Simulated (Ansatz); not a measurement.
# Ru chain started as a strip of triangles: one chain at several levels of theory, part 3 of 4

Aim: how far do the period, the moment and the conductance of the Ru chain started as a strip of triangles depend on the functional, the datasets and spin-orbit coupling, and at what cost?

Ansatz 0.2.0; DFT PBE, plane waves, PAW; relaxation of a chain's period (the session's first sound run).

So far, conductance of the lead as this run defines it (G₀): step 3 (the perfect wire, level PBE, cutoff 420 eV) 6.71; step 5 (bands of the perfect wire, level RPBE, cutoff 420 eV) 6.00.

## 7. Bands of the perfect wire, level r2SCAN, cutoff 500 eV

This step: DFT r2SCAN, plane waves, PAW; channels and complex bands of a perfect chain (Ansatz 0.2.0).

The channels are counted again under r2SCAN, at the period that it gave. Its window is narrower, to save time.

Input file input.yaml:

```yaml
crystal:
  lattice:
    - [9.0, 0.0, 0.0]
    - [0.0, 7.5, 0.0]
    - [0.0, 0.0, 2.5811323756]
  atoms:
    - { symbol: Ru, position: [0.385032947, 0.5, 0.0], spin: 1.91 }
    - { symbol: Ru, position: [0.614967053, 0.5, 0.5], spin: 1.91 }
magnetization:
  spin_polarized: true
kpoints:
  mp_grid: { grid: [1, 1, 31] }
  band_path: { path: ["Γ", Z], npoints: 60 }
scf:
  occupations: { method: fermi_dirac, width: 0.05 }
hamiltonian:
  xc: r2scan
output:
  transmission:
    e_range: [-0.7, 0.7]
    de: 0.035
    kmesh: [1, 1]
    reduced_basis: true
    leads: [[0, 0]]
  dos: { projected: true, e_range: [-6, 4] }
```

Run with:

```sh
$ ansatz run input.yaml --threads 4 --pin off --max-ram 8192MiB --backend cpu --events-out ev --progress --plain --runs-dir out
```

Numbers of over 12 decimals in the logs are rounded to 6 here.

The log of the run:

```text
[...]
Crystal: 2 atoms, lattice volume = 174.226 Å³
Basis set: ecut = 500 eV, 4447 PW (Γ), exchange–correlation on 288×240×80 points (64 copies of the dense FFT grid, shifted against one another)
Bands: 22, of which v1, the nominal top of the filled ones, is band 16 counted from 1 (15 counted from 0)
Symmetry: 8 space group operations
[...]
k-points: 16 of 31
[...]
--- Transmission ---
  basis      : 711 plane waves across, 4 finite elements along
  points     : 1, standing for a mesh of 1 x 1
[...]
crystal 0  : Ru2, at the sites [0, 0], period 2.5811 Å: whole cells are its period
[...]
filled         : 9.8 meV over the level at which it is neutral
    channels       : 3.000000e0 up, 4.000000e0 down
[...]
[key lines of the parts left out:]
SCF converged after 13 iterations
Magnetization: 5.0353 μB (18.5176 up, 13.4824 down)
Free energy (F): -11775.017977 eV
Fermi energy:    0.037105 eV
```

It took 68 s on 4 threads of Intel Xeon 6975P-C (Granite Rapids), shared host; peak memory 1.1 GiB.

At the computed energy nearest the Fermi level there are 3 spin-up and 4 spin-down channels, and the thermal average gives 3.50 G₀.

## 8. Relaxation of atoms and period

This step: DFT PBEsol, plane waves, PAW; relaxation of a chain's period (Ansatz 0.2.0).

The relaxation is repeated under another functional. PBEsol weakens PBE's gradient terms and usually lands between LDA and PBE.

input.yaml, the sections that differ from step 7:

```yaml
crystal:
  lattice:
    - [9.0, 0.0, 0.0]
    - [0.0, 7.5, 0.0]
    - [0.0, 0.0, 2.85722]
  atoms:
    - { symbol: Ru, position: [0.364382222, 0.5, 0.0], spin: 2.0 }
    - { symbol: Ru, position: [0.635617778, 0.5, 0.5], spin: 2.0 }
kpoints:
  mp_grid: { grid: [1, 1, 28] }
hamiltonian:
  xc: pbesol
relax:
  cell: { fix: [a, b, alpha, beta, gamma] }
  max_steps: 60
# magnetization, scf: as in step 7
# output: removed
```

The log of the run:

```text
[...]
Crystal: 2 atoms, lattice volume = 192.862 Å³
Basis set: ecut = 420 eV, 3771 PW (Γ), exchange–correlation on 128×108×40 points (8 copies of the dense FFT grid, shifted against one another)
Bands: 22, of which v1, the nominal top of the filled ones, is band 16 counted from 1 (15 counted from 0)
Symmetry: 8 space group operations
[...]
0.000000       0.000000       0.013238
  P = ⅓ Tr σ = -0.0778 GPa (-0.778 kbar)
--- Relaxed structure (11 steps of the walk, 10 accepted, 1 SCFs on fresh bases) ---
[...]
cell:  # Å, volume = 162.2613 Å³
    - [9.0, 0.0, 0.0]
    - [0.0, 7.5, 0.0]
    - [0.0, 0.0, 2.403872]
  atoms:
    - { symbol: Ru, position: [0.383301, 0.5, 0.0] }
    - { symbol: Ru, position: [0.616699, 0.5, 0.500000] }
[key lines of the parts left out:]
SCF converged after 10 iterations
Magnetization: 1.8576 μB (16.9288 up, 15.0712 down)
Free energy (F): -11625.754826 eV
Fermi energy:    0.122235 eV
```

Elapsed: 38 s, on 4 threads; peak memory 0.57 GiB; 86 s of CPU time.

Relaxation path:

```csv
step,energy less that of the first step (eV),largest force component (eV/Å),pressure (GPa),volume (Å³)
1,0.0000,2.7335,-4.70,192.86
2,-1.2029,1.5091,-2.78,187.34
3,-0.5761,6.5063,5.75,177.80
4,-1.3891,0.8676,-1.88,182.69
5,-1.4937,0.1877,-0.59,177.99
6,-1.5745,0.3553,-0.13,171.04
7,-1.6397,0.0320,-0.06,161.63
8,-1.6399,0.0359,-0.14,162.20
9,-1.6400,0.0060,-0.05,161.85
10,-1.6401,0.0320,-0.14,162.29
11,-1.6402,0.0062,-0.08,162.26
12*,-1.6378,0.0064,-0.08,162.26
```

Relaxation steps marked * repeat the geometry before them on a plane-wave basis chosen anew for their cell, so energy and pressure can jump there. Relaxation step 3 was tried and not accepted.

The run keeps the 8 symmetry operations that it works with, so distortions that break them were not tested.

```csv
cell as run,before,after,change
c (Å),2.857,2.404,-15.9 %
```

The atoms that moved most (Å, along periodic axes as changes of fractional coordinates times the final cell, across vacuum about the mean position):

```csv
atom,dx,dy,dz,length
Ru1,0.170,0.000,0.000,0.170
Ru2,-0.170,0.000,0.000,0.170
```

Final coordinates:

```xyz
2
Lattice="9.0000 0.0000 0.0000 0.0000 7.5000 0.0000 0.0000 0.0000 2.4039" Properties=species:S:1:pos:R:3
Ru    3.4497    3.7500    0.0000
Ru    5.5503    3.7500    1.2019
```

The cell's length comes to 2.404 Å, -2.5 % against the first run, with an absolute moment of 1.87 μB a cell. That is -16 % against the start, more than a small adjustment.

The cell shrank by 15.9 % in its periodic edges. From the first step to the last the energy fell by 1.638 eV, across changes of basis, and the largest move was 0.17 Å (Ru1 and 1 other atom alike).

## 9. The perfect wire, level PBEsol, cutoff 420 eV

This step: DFT PBEsol, plane waves, PAW; channels and complex bands of a perfect chain (Ansatz 0.2.0).

The channels are counted again under PBEsol, at the period that it gave.

Input file input.yaml:

```yaml
crystal:
  lattice:
    - [9.0, 0.0, 0.0]
    - [0.0, 7.5, 0.0]
    - [0.0, 0.0, 2.4038715215]
  atoms:
    - { symbol: Ru, position: [0.38330125, 0.5, 0.0], spin: 0.67 }
    - { symbol: Ru, position: [0.61669875, 0.5, 0.5], spin: 0.67 }
magnetization:
  spin_polarized: true
kpoints:
  mp_grid: { grid: [1, 1, 34] }
  band_path: { path: ["Γ", Z], npoints: 60 }
scf:
  occupations: { method: fermi_dirac, width: 0.05 }
hamiltonian:
  xc: pbesol
output:
  transmission:
    e_range: [-2, 2]
    de: 0.035
    kmesh: [1, 1]
    reduced_basis: true
    leads: [[0, 0]]
  dos: { projected: true, e_range: [-6, 4] }
```

The log of the run:

```text
[...]
Crystal: 2 atoms, lattice volume = 162.261 Å³
Basis set: ecut = 420 eV, 3119 PW (Γ)
Bands: 21, of which v1, the nominal top of the filled ones, is band 16 counted from 1 (15 counted from 0)
Symmetry: 8 space group operations
[...]
k-points: 18 of 34
[...]
Starting moments: Σ|m| = 1.34 μB on 2 of 2 sites
[...]
--- Transmission ---
  basis      : 595 plane waves across, 3 finite elements along
  points     : 1, standing for a mesh of 1 x 1
[...]
crystal 0  : Ru2, at the sites [0, 0], period 2.4039 Å: whole cells are its period
[...]
filled         : 2.3 meV under the level at which it is neutral
    channels       : 7.000000e0 up, 6.000000e0 down
[...]
[key lines of the parts left out:]
SCF converged after 13 iterations
Magnetization: 1.9109 μB (16.9554 up, 15.0446 down)
Free energy (F): -11625.757214 eV
Fermi energy:    0.120609 eV
```

Run time: 62 s. Hardware: 4 threads; peak memory 0.76 GiB.

Open channels of the lead against energy, zero at the Fermi level:

```csv
energy (eV),spin up,spin down
-2.000,5,4
-1.895,5,4
-1.790,5,4
-1.685,5,5
-1.615,5,5
-1.510,5,5
-1.405,7,5
-1.300,7,5
-1.195,7,5
-1.090,6,5
-0.985,6,5
-0.915,8,5
-0.810,7,7
-0.705,6,7
-0.600,6,7
-0.495,6,7
-0.390,8,6
-0.285,6,6
-0.215,6,7
-0.110,7,7
-0.005,7,6
0.100,7,6
0.205,7,8
0.310,7,8
0.415,7,8
0.485,7,9
0.590,7,9
0.695,7,7
0.800,4,7
0.905,4,7
1.010,4,7
1.115,4,7
1.185,4,6
1.290,3,4
1.395,3,4
1.500,3,4
1.605,3,4
1.710,4,4
1.815,4,3
1.885,4,3
```

At the computed energy nearest the Fermi level there are 7 spin-up and 6 spin-down channels, and the thermal average gives 6.51 G₀.

## 10. Side by side

Times are for 4 threads of Intel Xeon 6975P-C (Granite Rapids), shared host. Results by setting:

```csv
no.,level,conductance of the lead as this run defines it (G₀),absolute moment (μB),time,memory (GiB)
1,PBE,6.705,3.121,1.8 min,0.93
2,RPBE,5.999,3.938,96 s,0.93
3,r2SCAN,3.501,5.178,68 s,1.1
4,PBEsol,6.511,1.922,62 s,0.76
```

## 11. Relaxation of atoms and period, cutoff 1142.88 eV

This step: DFT PBE, plane waves, norm-conserving; relaxation of a chain's period (Ansatz 0.2.0).

The same functional on other atomic datasets tests how far the result hangs on the treatment of the cores. Against the first PBE run of this kind, the cutoff is 1142.88 eV against 420.

Input file input.yaml:

```yaml
crystal:
  lattice:
    - [9.0, 0.0, 0.0]
    - [0.0, 7.5, 0.0]
    - [0.0, 0.0, 2.85722]
  atoms:
    - { symbol: Ru, position: [0.364382222, 0.5, 0.0], spin: 2.0 }
    - { symbol: Ru, position: [0.635617778, 0.5, 0.5], spin: 2.0 }
magnetization:
  spin_polarized: true
kpoints:
  mp_grid: { grid: [1, 1, 28] }
scf:
  occupations: { method: fermi_dirac, width: 0.05 }
hamiltonian:
  xc: pbe
  pseudopotentials: { kind: nc }
relax:
  cell: { fix: [a, b, alpha, beta, gamma] }
  max_steps: 60
```

The log of the run:

```text
[...]
Crystal: 2 atoms, lattice volume = 192.862 Å³
Basis set: ecut = 1142.878222 eV, 16863 PW (Γ), exchange–correlation on 200×180×64 points (8 copies of the dense FFT grid, shifted against one another)
Bands: 22, of which v1, the nominal top of the filled ones, is band 16 counted from 1 (15 counted from 0)
Symmetry: 8 space group operations
[...]
0.000000      -0.000000      -0.010126
  P = ⅓ Tr σ = -0.0862 GPa (-0.862 kbar)
--- Relaxed structure (13 steps of the walk, 10 accepted, 1 SCFs on fresh bases) ---
[...]
cell:  # Å, volume = 166.7734 Å³
    - [9.0, 0.0, 0.0]
    - [0.0, 7.5, 0.0]
    - [0.0, 0.0, 2.470717]
  atoms:
    - { symbol: Ru, position: [0.381405, 0.500000, 0.0] }
    - { symbol: Ru, position: [0.618595, 0.500000, 0.5] }
[key lines of the parts left out:]
SCF converged after 8 iterations
Magnetization: 3.2659 μB (17.6330 up, 14.3670 down)
Free energy (F): -5494.764564 eV
Fermi energy:    0.226737 eV
```

Elapsed: 2.3 min, on 4 threads; peak memory 1.2 GiB; 5.6 min of CPU time.

The cell's length comes to 2.471 Å, +0.2 % against the first run, with an absolute moment of 3.29 μB a cell. That is -14 % against the start, more than a small adjustment.

## 12. Relaxation of atoms and period

This step: DFT PBE, plane waves, PAW; relaxation of a chain's period (Ansatz 0.2.0).

The same relaxation without spin shows what magnetism does to the bond.

input.yaml, the sections that differ from step 11:

```yaml
crystal:
  lattice:
    - [9.0, 0.0, 0.0]
    - [0.0, 7.5, 0.0]
    - [0.0, 0.0, 2.85722]
  atoms:
    - { symbol: Ru, position: [0.364382222, 0.5, 0.0] }
    - { symbol: Ru, position: [0.635617778, 0.5, 0.5] }
hamiltonian:
  xc: pbe
# kpoints, scf, relax: as in step 11
# magnetization: removed
```

The log of the run:

```text
[...]
Crystal: 2 atoms, lattice volume = 192.862 Å³
Basis set: ecut = 420 eV, 3771 PW (Γ), exchange–correlation on 128×108×40 points (8 copies of the dense FFT grid, shifted against one another)
Bands: 20, of which v1, the nominal top of the filled ones, is band 16 counted from 1 (15 counted from 0)
Symmetry: 8 space group operations
[...]
k-points: 15 of 28
[...]
-0.000000      -0.212381      -0.000000
        0.000000      -0.000000       0.007143
  P = ⅓ Tr σ = -0.1061 GPa (-1.061 kbar)
--- Relaxed structure (10 steps of the walk, 9 accepted, 1 SCFs on fresh bases) ---
[...]
cell:  # Å, volume = 163.4245 Å³
    - [9.0, 0.0, 0.0]
    - [0.0, 7.5, 0.0]
    - [0.0, 0.0, 2.421103]
  atoms:
    - { symbol: Ru, position: [0.382239, 0.5, 0.0] }
    - { symbol: Ru, position: [0.617761, 0.5, 0.500000] }
[key lines of the parts left out:]
SCF converged after 8 iterations
Free energy (F): -11750.877358 eV
Fermi energy:    0.148697 eV
```

Elapsed: 13 s, on 4 threads; peak memory 0.5 GiB; 31 s of CPU time.

The cell's length comes to 2.421 Å, -1.8 % against the first run, with spin left out. That is -15 % against the start, more than a small adjustment.

## 13. The series together

Times are for 4 threads of Intel Xeon 6975P-C (Granite Rapids), shared host. The runs compared:

```csv
no.,level,cell length along the wire (Å),absolute moment (μB),time,memory (GiB)
1,PBE,2.465,3.197,42 s,0.56
2,RPBE,2.564,3.962,33 s,0.58
3,r2SCAN,2.581,5.195,91 s,1.1
4,PBEsol,2.404,1.869,38 s,0.57
5,"PBE, NC files",2.471,3.291,2.3 min,1.2
6,"PBE, no spin",2.421,0,13 s,0.5
```

## 14. Two-component spinors, moment axis along the chain

This step: DFT PBE, plane waves, fully relativistic PAW; channels of a perfect chain with spin-orbit coupling (Ansatz 0.2.0).

Spin-orbit coupling mixes the spins and splits bands that cross or touch without it, so it can open or close channels. Fully relativistic datasets take the place of the scalar ones. The window is narrow, since spinor matrices are twice as large.

Input file input.yaml:

```yaml
crystal:
  lattice:
    - [9.0, 0.0, 0.0]
    - [0.0, 7.5, 0.0]
    - [0.0, 0.0, 2.4651655335]
  atoms:
    - { symbol: Ru, position: [0.381318772, 0.5, 0.0], spin: 1.18, spin_axis: [0.0, 0.0, 1.0] }
    - { symbol: Ru, position: [0.618681228, 0.5, 0.5], spin: 1.18, spin_axis: [0.0, 0.0, 1.0] }
kpoints:
  mp_grid: { grid: [1, 1, 33] }
  band_path: { path: ["Γ", Z], npoints: 60 }
scf:
  occupations: { method: fermi_dirac, width: 0.05 }
hamiltonian:
  xc: pbe
  pseudopotentials: { kind: paw_fr }
output:
  transmission:
    e_range: [-0.42, 0.42]
    de: 0.035
    kmesh: [1, 1]
    reduced_basis: false
    leads: [[0, 0]]
magnetization:
  noncollinear: true
  spin_orbit: true
```

The log of the run:

```text
[...]
Crystal: 2 atoms, lattice volume = 166.399 Å³
Basis set: ecut = 420 eV, 3235 PW (Γ)
Bands: 40, of which v1, the nominal top of the filled ones, is band 32 counted from 1 (31 counted from 0)
Symmetry: 4 space group operations + 4 with time reversal
[...]
k-points: 17 of 33
Projection manifold: j_resolved (fully-relativistic pseudo-atomic orbitals)
[...]
Starting moments: Σ|m| = 2.36 μB on 2 of 2 sites
[...]
SCF iter   1: F=—  HF=-11754.843613 eV  |F-HF|=—  |Δ(HF+E_count)|=         —  Δρ=3.21e-2  dr2=3.39e0  dr2_m=2.96e-1  ethr=3.10e-3  |M|=1.91e0 ∫|m|=1.91e0 μB  |m|>n=0.0e0 m-floor=0.0e0 τ_xc=0.0e0 mc-row=0.0e0  β_m=0.30  ⟨swp⟩=9.8  Hψ=3766  notcnv=0
[...]
SCF iter  18: F=-11754.134321 eV  HF=-11754.134321 eV  |F-HF|=3.36e-9  |Δ(HF+E_count)|=   1.12e-8  Δρ=2.38e-6  dr2=1.05e-9  dr2_m=3.31e-9  ethr=8.23e-11  |M|=3.05e0 ∫|m|=3.08e0 μB  |m|>n=0.0e0 m-floor=0.0e0 τ_xc=2.8e-2 mc-row=0.0e0  ⟨swp⟩=3.0  Hψ=1487  notcnv=0
SCF 1 converged in 18 iterations: F = -11754.134321 eV  dr2 = 1.05e-9
[...]
transmission: 4 of 4 steps passed
SCF converged after 18 iterations
Magnetization: |M| = 3.0494 μB,  M = (-0.0000, +0.0000, +3.0494) μB
Absolute magnetization: 3.0832 μB (∫|m|, with the PAW one-centre terms)
  site 0: m = (+0.0000, -0.0000, +1.1383) μB, |m| = 1.1383 μB  (R = 1.02 Å)
  site 1: m = (-0.0000, +0.0000, +1.1383) μB, |m| = 1.1383 μB  (R = 1.02 Å)
Free energy (F): -11754.134321 eV
[...]
Internal energy: -11754.099918 eV  (E = F + TS)
E sigma→0 (E₀):  -11754.117120 eV
Entropy (-TS):   -0.034403 eV (-17.201 meV/atom)
Fermi energy:    0.183457 eV
[...]
--- Band table (eV; the first three rows and the last of 17) ---
  k-point 0: bands = [... 28 lower, -0.8131, -0.1401, -0.0516, 0.1538, 0.3959, 0.6058, 0.7513, 1.1127, ... 4 higher]
  k-point 1: bands = [... 28 lower, -0.8260, -0.2607, 0.0498, 0.1736, 0.3727, 0.5785, 0.8477, 0.9530, ... 4 higher]
  k-point 2: bands = [... 28 lower, -0.8683, -0.5157, 0.1964, 0.2593, 0.3095, 0.5082, 0.6456, 1.0583, ... 4 higher]
  k-point 16: bands = [... 28 lower, 0.3904, 0.4960, 0.6208, 0.6224, 0.7893, 0.8392, 1.4904, 1.4913, ... 4 higher]
--- Transmission ---
  basis      : 595 plane waves across, 4 finite elements along
  points     : 1, standing for a mesh of 1 x 1
[...]
crystal 0  : Ru2, at the sites [0, 0], period 2.4652 Å: whole cells are its period
[...]
filled         : 3.7 meV over the level at which it is neutral
    channels       : 1.400000e1 of both spins
[...]
```

Run time: 19 min. Hardware: 4 threads; peak memory 5.3 GiB; 43 min of CPU time.

This step gave:

| Quantity | Value |
| --- | --- |
| energy at zero smearing | -11754.1171 eV |
| total moment | 3.049 μB |
| absolute moment | 3.083 μB |
| conductance of the lead as this run defines it | 6.508 G₀ |
| channels at the energy nearest the Fermi level, both spins | 14 |

Table of open channels of the lead, both spins by energy, zero at the Fermi level:

```csv
energy (eV),"open channels of the lead, both spins"
-0.420,11
-0.385,13
-0.350,11
-0.315,10
-0.245,12
-0.210,13
-0.175,13
-0.140,13
-0.105,13
-0.070,13
-0.035,13
0.000,14
0.035,12
0.070,12
0.105,10
0.140,12
0.175,12
0.210,12
0.245,11
0.315,13
0.350,11
0.385,13
0.420,13
```

The slowest values at each energy, most degenerate partners merged, listed up to 1.5 1/Å. Table of Im kz of the slowest decaying states by energy, zero at the Fermi level:

```csv
energy (eV),decay 1 (Å⁻¹),decay 2 (Å⁻¹),decay 3 (Å⁻¹),decay 4 (Å⁻¹)
-0.420,0.0263,0.0861,0.272,0.295
-0.385,0.0797,0.266,0.321,0.388
-0.350,0.0349,0.0716,0.260,0.345
-0.315,0.0190,0.0190,0.0612,0.253
-0.280,0.0321,0.0415,0.047,0.247
-0.245,0.0226,0.0540,0.240,0.371
-0.210,0.0626,0.232,0.386,0.393
-0.175,0.0684,0.225,0.360,0.419
-0.140,0.0717,0.217,0.331,0.445
-0.105,0.0717,0.209,0.298,0.468
-0.070,0.0651,0.201,0.260,0.483
-0.035,0.0311,0.192,0.216,0.496
0.000,0.169,0.183,0.509,0.527
0.035,0.0665,0.140,0.173,0.521
0.070,0.0979,0.128,0.163,0.532
0.105,0.0107,0.107,0.122,0.153
0.140,0.105,0.118,0.141,0.554
0.175,0.0939,0.115,0.129,0.564
0.210,0.0710,0.112,0.116,0.574
0.245,0.0172,0.0940,0.101,0.109
0.280,0.0127,0.0831,0.105,0.138
0.315,0.0612,0.101,0.175,0.601
0.350,0.0251,0.0328,0.0957,0.210
0.385,0.0604,0.0893,0.246,0.551
0.420,0.0750,0.0811,0.289,0.508
```

Electronic bands along the path, in eV, zero at the Fermi level:

```csv
point,band 29,band 30,band 31,band 32,band 33,band 34,band 35,band 36
Γ,-1.00,-0.32,-0.23,-0.03,0.21,0.42,0.57,0.93
halfway,-1.20,-0.96,-0.77,-0.53,-0.43,-0.40,-0.24,0.38
Z,0.27,0.27,0.45,0.45,0.63,0.63,1.32,1.32
```

At the computed energy nearest the Fermi level there are 14 spinor channels, and the thermal average gives 6.51 G₀. The run ends with an absolute moment of 3.08 μB a cell.

Between step 3 and this run (PBE spin-orbit and moment axis along the chain) the value for the conductance of the lead as this run defines it moves from 6.71 G₀ to 6.51 G₀ (-3 %).

[end of part 3 of 4]

[Logs are printed without paths, hosts, clocks, repeated set-up lines and the standing remarks that a program may print on its own settings, such as how far it seeks lower states.]

[Hosts, paths, dates, database ids (printed as entryN), source tags and the programs' standing remarks are cut or masked in the printed files.]
